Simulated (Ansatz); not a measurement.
**GeN (hypothetical, F-43m): thermal expansion from first principles**

How much does GeN (hypothetical) expand with temperature? The crystal structure is hypothetical: it was made by swapping elements on a known structure type.

Calculated with Ansatz 0.2.0; DFT PBEsol, scalar-relativistic, plane waves, PAW.

Most raw output is cut from this account.

**1. Set-up**

Symmetry: F-43m, No. 216, cubic system. The conventional cell has a = 5.218 Å, b = 5.218 Å, c = 5.218 Å, α = 90.00°, β = 90.00°, γ = 90.00°. Nearest to Ge lie 4 N at 2.26 Å. Nearest to N lie 4 Ge at 2.26 Å. Farther neighbours and most contacts between anions are not listed.

**2. Probe on a coarse mesh**

A cheap single point shows whether the cell is a metal or an insulator and how far it is from rest; that sets the k-mesh and the occupations of what follows.

Contents of input.yaml:

```yaml
crystal:
  lattice:
    - [0.0, 2.60924, 2.60924]
    - [2.60924, 0.0, 2.60924]
    - [2.60924, 2.60924, 0.0]
  atoms:
    - { symbol: Ge, position: [0.0, 0.0, 0.0] }
    - { symbol: "N", position: [0.75, 0.75, 0.75] }
kpoints:
  mp_grid: { grid: [6, 6, 6] }
hamiltonian:
  xc: pbesol
scf:
  occupations: { method: gaussian, width: 0.1 }
output:
  forces: true
  stress: true
  eigenvalues: true
```

On the command line:

```
> ansatz run input.yaml --threads 4 --pin off --max-ram 8192MiB --backend cpu --events-out ev --progress --plain --runs-dir out
```

It took 0.38 s on 4 threads of Arm Neoverse V2, shared host; peak memory 0.28 GiB; 0.95 s of CPU time.

This run has no spin polarisation although its electron count is odd.

This step gave:

```
pressure          : -18.09 GPa
volume per atom   : 17.76 Å³
gap on the k-mesh : 0 eV
```

The start is under -18 GPa at this level and looks like a metal on this mesh.

**3. A loose first relaxation**

The start is far from rest, so a relaxation with loose thresholds first brings it near the minimum.

Edit input.yaml of step 2 so:

```diff
@@ -18 +18,6 @@
   eigenvalues: true
+relax:
+  adjacent_minimum: "off"
+  f_tol: 0.05
+  max_steps: 80
+  cell: { stress_tol: 0.5 }
```

It took 1.6 s on 4 threads; peak memory 0.3 GiB; 4.6 s of CPU time.

Relaxation path:

```csv
step,energy less that of the first step (eV),largest force component (eV/Å),pressure (GPa),volume (Å³)
1,0.0000,0.0000,-18.09,35.53
2,-0.4680,0.0000,-10.24,30.58
3,-0.6289,0.0000,-0.54,26.12
4,-0.6294,0.0000,0.46,25.91
5*,-0.6235,0.0000,0.10,25.91
```

Relaxation steps marked * repeat the geometry before them on a plane-wave basis chosen anew for their cell, so energy and pressure can jump there.

The run keeps the 24 symmetry operations that it works with, so distortions that break them were not tested.

```csv
"conventional cell, symmetrised",before,after,change
a (Å),5.218,4.697,-10.0 %
b (Å),5.218,4.697,-10.0 %
c (Å),5.218,4.697,-10.0 %
volume (Å³/atom),17.76,12.95,-27.1 %
```

The relaxed structure:

```cif
data_structure
_symmetry_space_group_name_H-M 'P 1'
_symmetry_Int_Tables_number 1
_cell_length_a 3.3213
_cell_length_b 3.3213
_cell_length_c 3.3213
_cell_angle_alpha 60.000
_cell_angle_beta 60.000
_cell_angle_gamma 60.000
_cell_volume 25.91
loop_
_atom_site_label
_atom_site_type_symbol
_atom_site_fract_x
_atom_site_fract_y
_atom_site_fract_z
_atom_site_occupancy
Ge1 Ge 0.00000 0.00000 0.00000 1
N2 N 0.75000 0.75000 0.75000 1
```

This step gave:

| Property | Result |
| --- | --- |
| pressure | 0.1021 GPa |
| volume per atom | 12.95 Å³ |

The relaxation ends with a pressure of 0.10 GPa.

**4. Finding the static equilibrium**

The vibrations must be taken about the equilibrium of this functional, not about the starting cell, so the structure is relaxed.

Contents of input.yaml:

```yaml
crystal:
  lattice:
    - [0.0, 2.3484810873, 2.3484810873]
    - [2.3484810873, 0.0, 2.3484810873]
    - [2.3484810873, 2.3484810873, 0.0]
  atoms:
    - { symbol: Ge, position: [0.0, 0.0, 0.0] }
    - { symbol: "N", position: [0.75, 0.75, 0.75] }
kpoints:
  mp_grid: { grid: [16, 16, 16] }
hamiltonian:
  xc: pbesol
scf:
  occupations: { method: gaussian, width: 0.1 }
output:
  forces: true
  stress: true
  eigenvalues: true
  write_density: true
  write_potential: true
  elf: true
  volumetric_format: npy
relax:
  adjacent_minimum: "off"
  f_tol: 0.005
  max_steps: 80
  cell: { stress_tol: 0.05 }
```

It took 7.2 s on 4 threads; peak memory 0.39 GiB.

Step by step:

```csv
step,energy less that of the first step (eV),largest force component (eV/Å),pressure (GPa),volume (Å³)
1,0.0000,0.0000,1.94,25.91
2,-0.0015,0.0000,1.00,26.13
3,-0.0017,0.0000,0.01,26.38
4*,-0.0030,0.0000,0.07,26.38
5,-0.0029,0.0000,0.00,26.40
6*,-0.0030,0.0000,0.00,26.40
```

Relaxation steps marked * repeat the geometry before them on a plane-wave basis chosen anew for their cell, so energy and pressure can jump there.

The run keeps the 24 symmetry operations that it works with, so distortions that break them were not tested.

```csv
"conventional cell, symmetrised",before,after,change
a (Å),4.697,4.727,+0.6 %
b (Å),4.697,4.727,+0.6 %
c (Å),4.697,4.727,+0.6 %
volume (Å³/atom),12.95,13.20,+1.9 %
```

The relaxed structure:

```
Ge N
1.0
     0.00000    2.36325    2.36325
     2.36325    0.00000    2.36325
     2.36325    2.36325    0.00000
Ge N
1 1
Cartesian
  0.0000 0.0000 0.0000
  3.5449 3.5449 3.5449
```

Numbers from this step:

```yaml
pressure: 0.003077 GPa
volume_per_atom: 13.20 Å³
```

ELF in the ac plane of a cell with a along [110], b along [-110] and c along [001] of the cube at fractional y = 0.500, with atoms of Ge and N within 0.2 Å of it. It is the smooth field of the valence electrons, not physical close to the nuclei.

Ten even steps from '0' (0.02) to '9' (0.80), each cell a mean:
```
7520000257641000146
9962002699984101489
5884224884796222696
4984335894796334697
9974234799985323589
7642002467753101357
3341002433333000333
1343113431234212432
1233333321133333331
1122332211112232211
1101111011100111001
1100000011100000001
2200000022210000012
```
Columns run along a (6.7 Å), rows up along c (4.7 Å), edges of the conventional cell, whose origin can differ from the input's. Atoms in or near the plane, at fractional coordinates: Ge at (0.75, 0.50), Ge at (0.25, 0.50), N at (0.50, 0.75), N at (0.00, 0.75).

Electrostatic potential energy in the ac plane of a cell with a along [110], b along [-110] and c along [001] of the cube at fractional y = 0.500, with atoms of Ge and N within 0.2 Å of it. With pseudopotentials it is smooth inside the atoms' cores, unlike the true potential.

Ten even steps from '0' (-44 eV) to '9' (14 eV), each cell a mean:
```
9999999999999999999
4799999974589999985
0289999820069999960
0288778820068878850
4686446864577545775
9863223789985212589
9963113699984212489
9974334799985323689
9987557899998656899
9999889999999989999
9999999999999999999
9999999999999999999
9999999999999999999
```
Columns run along a (6.7 Å; values clipped at the 3rd and 97th percentile), rows up along c (4.7 Å), edges of the conventional cell, whose origin can differ from the input's. Atoms in or near the plane, at fractional coordinates: Ge at (0.75, 0.50), Ge at (0.25, 0.50), N at (0.50, 0.75), N at (0.00, 0.75).

Valence density in the ac plane of a cell with a along [110], b along [-110] and c along [001] of the cube at fractional y = 0.500, with atoms of Ge and N within 0.2 Å of it. It is the smooth field of the valence electrons, not physical close to the nuclei.

Values in e/Å³, 7 rows by 16 columns, each cell a mean:
```
 1  1  0  0  0  0  0  1  1  1  0  0  0  0  0  1
 3  2  0  0  0  0  1  3  3  2  0  0  0  0  1  3
 2  1  1  3  4  1  1  1  2  1  1  3  4  1  1  1
 0  0  1 16 29  4  0  0  0  0  1 16 29  4  0  0
 0  0  0  1  1  1  0  0  0  0  0  1  1  1  0  0
 0  0  0  0  0  0  0  0  0  0  0  0  0  0  0  0
 0  0  0  0  0  0  0  0  0  0  0  0  0  0  0  0
```
Columns run along a (6.7 Å), rows up along c (4.7 Å), edges of the conventional cell, whose origin can differ from the input's. Atoms in or near the plane, at fractional coordinates: Ge at (0.75, 0.50), Ge at (0.25, 0.50), N at (0.50, 0.75), N at (0.00, 0.75).

The relaxation ends with a pressure of 0.00 GPa.

**5. Relaxing to small residual forces and stress**

The relaxation is repeated with tighter thresholds on force and stress, since phonons are sensitive to what is left; a change of mesh or smearing in the input moves the cell too.

Contents of input.yaml:

```yaml
crystal:
  lattice:
    - [0.0, 2.3632537475, 2.3632537475]
    - [2.3632537475, 0.0, 2.3632537475]
    - [2.3632537475, 2.3632537475, 0.0]
  atoms:
    - { symbol: Ge, position: [0.0, 0.0, 0.0] }
    - { symbol: "N", position: [0.75, 0.75, 0.75] }
kpoints:
  mp_grid: { grid: [16, 16, 16] }
hamiltonian:
  xc: pbesol
scf:
  occupations: { method: methfessel_paxton, width: 0.15 }
output:
  forces: true
  stress: true
  eigenvalues: true
relax:
  adjacent_minimum: "off"
  f_tol: 0.001
  max_steps: 60
  cell: { stress_tol: 0.01 }
```

It took 3.3 s on 4 threads; peak memory 0.38 GiB.

Little changed from the start: no atom moved by 0.005 Å and no cell edge by 0.1 %.

Numbers from this step:

| Item | Value |
| --- | --- |
| pressure | 0.007639 GPa |

The residual pressure is 0.0076 GPa, small enough for phonons.

**6. Phonons on strained cells, q-mesh 2×2×2**

The study relaxes the crystal at several strains, solves the phonons on some of them and minimises the free energy at each temperature (static energy, vibrations, the electrons in a metal, and PV under a set pressure); the q-mesh sets how far the force constants reach.

input.yaml, the sections that differ from step 5:

```yaml
crystal:
  lattice:
    - [0.0, 2.3633083058, 2.3633083058]
    - [2.3633083058, 0.0, 2.3633083058]
    - [2.3633083058, 2.3633083058, 0.0]
  atoms:
    - { symbol: Ge, position: [0.0, 0.0, 0.0] }
    - { symbol: "N", position: [0.75, 0.75, 0.75] }
output:
  eigenvalues: true
phonons:
  method: dfpt
  qmesh: [2, 2, 2]
  temperatures: { t_max: 1200.0, t_step: 50 }
  thermal_expansion: {}
# kpoints, hamiltonian, scf: as in step 5
# relax: removed
```

Elapsed: 79 s, on 4 threads; peak memory 1.4 GiB.

The run ended with an error.

The program's message: “vibrations stand at or below zero in cell 4 (0.875 modes a cell, the lowest at -389.3 cm⁻¹): the crystal is at no minimum there, or its k-points are too few: type the crystal that it becomes, another …”

**7. The quasi-harmonic study, q-mesh 4×4×4**

Thermal expansion follows from how the free energy of the vibrations (and of the electrons in a metal) changes with strain, so the program makes strained cells, their phonons and a fit in one run.

Edit input.yaml of step 6 so:

```diff
@@ -18,3 +18,3 @@
   method: dfpt
-  qmesh: [2, 2, 2]
+  qmesh: [4, 4, 4]
   temperatures: { t_max: 1200.0, t_step: 50 }
```

Run time: 7.8 min. Hardware: 4 threads; peak memory 4.3 GiB.

The run ended with an error.

The program's message: “vibrations stand at or below zero in cell 4 (2.484 modes a cell, the lowest at -389.3 cm⁻¹): the crystal is at no minimum there, or its k-points are too few: type the crystal that it becomes, another …”

**8. Phonons of the refused cell**

The study refused this cell, so its phonons are run alone to see which modes are imaginary.

input.yaml, the sections that differ from step 7:

```yaml
phonons:
  method: dfpt
  qmesh: [4, 4, 4]
  temperatures: { t_max: 1000, t_step: 50 }
  qpath:
    path:
      - [[0.0, 0.0, 0.0], [-0.5, -0.5, 0.0], [-0.375, -0.375, 0.25]]
      - [[-0.375, 0.0, 0.375], [0.0, 0.0, 0.0], [0.0, 0.0, 0.5], [-0.5, -0.25, 0.25], [-0.5, -0.5, 0.0]]
    npoints: 10
# crystal, kpoints, hamiltonian, scf, output: as in step 7
```

Wall time 3.9 min (4 threads); peak memory 3.7 GiB.

Numbers from this step:

```yaml
gamma_frequencies: 0, 0, 0, 339.8, 339.8, 339.8 cm⁻¹ (negative: imaginary)
lowest_frequency_on_the_path: -389.8 cm⁻¹
point_group: -43m
highest_frequency: 369.3 cm⁻¹
```

No LO-TO term. Phonon branches along the path, in cm⁻¹:

```csv
point,branch 1,branch 2,branch 3,branch 4,branch 5,branch 6
Γ,0,0,0,340,340,340
halfway,-135,-81,-81,147,321,321
X,-131,110,110,178,286,286
halfway,-225,-67,87,202,261,279
U,-350,-170,-43,220,228,279
jump to K,-350,-170,-43,220,228,279
halfway,-236,-141,-32,197,280,367
Γ,0,0,0,340,340,340
halfway,-231,36,36,210,363,363
L,-388,53,53,205,353,353
halfway,-374,-171,-85,209,252,302
W,-381,-197,-124,227,229,236
halfway,-279,-123,31,212,252,262
X,-131,110,110,178,286,286
```

Tetrahedra on 24 24 24, mean over bins of 10 cm⁻¹. Phonon density of states against wavenumber; read off at these points:

wavenumber (cm⁻¹), phonon density of states (1/cm⁻¹/cell) and a bar:
```
     -395     0.0001 
     -375     0.0147 ##########
     -355     0.0065 ####
     -335     0.0046 ###
     -315     0.0038 ###
     -295     0.0032 ##
     -275     0.0029 ##
     -245     0.0025 ##
     -225     0.0023 ##
     -205     0.0032 ##
     -185     0.0104 #######
     -165     0.0086 ######
     -145     0.0072 #####
     -125     0.0073 #####
     -105     0.0104 #######
      -85     0.0128 #########
      -75     0.0169 ############
      -65     0.0156 ###########
      -45     0.0103 #######
      -25     0.0057 ####
        5     0.0039 ###
       25     0.0039 ###
       45     0.0040 ###
       65     0.0010 #
       85     0.0009 #
      105     0.0003 
      125     0.0000 
      145     0.0003 
      165     0.0025 ##
      185     0.0078 #####
      205     0.0435 ##############################
      225     0.0085 ######
      255     0.0138 ##########
      275     0.0183 #############
      285     0.0190 #############
      295     0.0151 ##########
      315     0.0127 #########
      335     0.0130 #########
      345     0.0169 ############
      355     0.0124 #########
      375     0.0000
```

No LO-TO term. Modes at Γ, with each element's share of the kinetic energy:

```csv
mode,frequency (cm⁻¹),symmetry,Ge %,N %
1,0.0,T2,84,16
2,0.0,T2,84,16
3,0.0,T2,84,16
4,339.8,T2,16,84
5,339.8,T2,16,84
6,339.8,T2,16,84
```

Displacements in mode 5 (339.8 cm⁻¹), the largest set to 1:
```
Ge1  0.00  0.12 -0.19
N2   0.00 -0.61  1.00
```

Lowest modes at the softest wavevector of the mesh; phase exp(i q.(R + tau)). Modes at q = (0.500, 0.500, 0.500), with each element's share of the kinetic energy (negative means imaginary):

```csv
mode,frequency (cm⁻¹),Ge %,N %
1,-388.4,2,98
2,53.3,85,15
3,53.3,85,15
4,205.0,98,2
5,352.7,15,85
6,352.7,15,85
```

Displacements in mode 1 (-388.4 cm⁻¹), the largest set to 1, in the home cell:
```
Ge1 0.06 0.06 0.06
N2  1.00 1.00 1.00
```

Displacements in mode 5 (352.7 cm⁻¹), the largest set to 1, in the home cell (x, y, z of the real part, then of the imaginary part):
```
Ge1  0.02  0.16 -0.18  0.00  0.00  0.00
N2  -0.10 -0.90  1.00  0.02 -0.01 -0.01
```

The modes has structure finer than the step of the table below, so its rows give means over 25 cm⁻¹, whole bins alone (the curve runs from -401 to 390 cm⁻¹). Peaks (cm⁻¹: height): Ge -72.5: 0.0107, 22.1: 0.00459, 206.2: 0.0317; N -376.1: 0.0124, -192.0: 0.0068, -77.5: 0.00493, 280.9: 0.0122, 345.6: 0.0126.

Phonopy on the run's constants, 21x21x21 mesh, Gaussian sigma 5.7 cm⁻¹. Table of modes by wavenumber; means over each step; values in 1/cm⁻¹/cell:

```csv
wavenumber (cm⁻¹),Ge,N
-375,6.0e-5,0.00977
-350,6.1e-5,0.00599
-325,6.4e-5,0.00406
-300,8.2e-5,0.00340
-275,9.5e-5,0.00260
-250,1.2e-4,0.00252
-225,1.6e-4,0.00198
-200,0.00234,0.00480
-175,0.00385,0.00539
-150,0.00368,0.00393
-125,0.00444,0.00351
-100,0.00683,0.00427
-75,0.0101,0.00465
-50,0.00929,0.00334
-25,0.00465,0.00119
0,0.00136,3.3e-4
25,0.00422,0.00105
50,0.00241,6.7e-4
75,8.2e-4,3.2e-4
100,4.3e-4,1.4e-4
125,3.7e-5,5.3e-6
150,9.7e-4,5.3e-5
175,0.00487,3.2e-4
200,0.0228,0.00194
225,0.0114,0.00303
250,0.00767,0.00647
275,0.00648,0.0106
300,0.00464,0.0100
325,0.00316,0.00961
350,0.00250,0.0108
375,4.3e-4,0.00222
```

The lowest solved frequency is -388 cm⁻¹, so the cell is unstable here and gives no valid free energy.

**9. Outcome**

| Quantity | Value |
| --- | --- |
| lowest frequency at the solved wavevectors | -388 cm⁻¹ |

In words: With imaginary harmonic modes at the relaxed cell the quasi-harmonic free energy is undefined, so no expansion is obtained for this phase at this level. The softest solved mode is 388i cm⁻¹ at q = (0, 0, -0.5), and 7 of 8 solved wavevectors carry a mode beyond 8i cm⁻¹. In a metal soft modes also hang on the k-mesh and the smearing, which were not converged here. The program warned that a few bands missed the eigensolver's threshold in at least one of the runs. The PAW files were made for PBE and are used here under another functional, for which the program regenerates the frozen cores. The cell has an odd number of electrons and the run has no spin polarisation, so it is forced to be a metal; the real compound may order or distort.

[Logs are printed without paths, hosts, clocks, repeated set-up lines and the standing remarks that a program may print on its own settings, such as how far it seeks lower states.]

[Hosts, paths, dates, database ids (printed as entryN), source tags and the programs' standing remarks are cut or masked in the printed files.]

[A step with changed settings may run another functional than the one named; its input shows which.]
